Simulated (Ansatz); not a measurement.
# Settings and their price: twisted 2H-MoSe2/1T-TaS2 bilayer, 21.79° (42 atoms)

The cell holds 42 atoms: 7 Mo, 14 Se, 7 Ta and 14 S. Its edges and angles: a = 8.797 Å, b = 8.797 Å, c = 21.570 Å, α = 90.0°, β = 90.0°, γ = 120.0°. It derives from MoSe2 and TaS2. 2H-MoSe2 (a = 3.29 Å) under 1T-TaS2 (a = 3.36 Å), bilayer, commensurate cell of 7 unit cells a layer, twist 21.79 deg, both strained to the mean lattice constant; facing planes 3.17 Å apart; 12 Å of vacuum; layers as built, displaced by a Gaussian of 0.01 Å. Regions: layer 1, 21 atoms (7 Mo and 14 Se); layer 2, 21 atoms (7 Ta and 14 S). Vacuum lies along c.

Geometry: as built.

Reference run: Kohn-Sham DFT, PBE+D3(BJ), PAW (set soft_2), plane waves (Ansatz 0.2.0), cutoff 420 eV, k-mesh 2×2×1, gaussian smearing of 0.05 eV.

| Property | Result |
| --- | --- |
| r.m.s. force component | 0.2134 eV/Å |
| spacing of highest filled and lowest empty level | 0.0071 eV |
| SCF cycles | 20 |
| time | 50 s on 4 threads of Intel Xeon 6975P-C (Granite Rapids), shared host |

Q: Estimate how much each variant changes the results, and its time and memory.
- support functions low
- support functions medium
- support functions medium, spacing 0.427 Å
- support functions medium, spacing 0.356 Å

Differences are against the plane-wave reference (Kohn-Sham DFT, PBE+D3(BJ), PAW (set soft_2), plane waves), whose r.m.s. force component is 0.213 eV/Å. Energies are set beside the reference only for runs with its functional, potentials and electron count. Times are for 4 threads of Intel Xeon 6975P-C (Granite Rapids), shared host. The reference's time includes the DOS, ELF and grids, which some other runs skip.

| run | Δ force, r.m.s. (meV/Å) | share of r.m.s. force (%) | Δ energy (meV/atom) | cycles | time | host memory (GiB) |
| --- | --- | --- | --- | --- | --- | --- |
| reference | - | - | - | 20 | 50 s | 6.8 |
| support functions low | 0.888 | 0.416 | -0.664 | 17 | 8.9 min | 3.5 |
| support functions medium | 0.838 | 0.393 | -0.666 | 19 | 6 min | 3.5 |
| support functions medium, spacing 0.427 Å | 148 | 69.3 | 577 | 21 | 2.4 min | 1.9 |
| support functions medium, spacing 0.356 Å | 7.79 | 3.65 | -7.27 | 26 | 3.8 min | 2.1 |

Among numerical settings the force difference runs from 0.84 meV/Å (support functions medium) to 148 meV/Å (support functions medium, spacing 0.427 Å). At 42 atoms the fastest of the runs at a preset level, support functions medium, takes roughly 7.2 times the time of plane waves (whose run also made extra analyses), in 19 SCF cycles against 20. Differences between support functions and plane waves include what basis error the plane-wave run still has. The electron count is odd and the run has no spin polarisation.

[Hosts, paths, dates, database ids (printed as entryN), source tags and the programs' standing remarks are cut or masked in the printed files.]
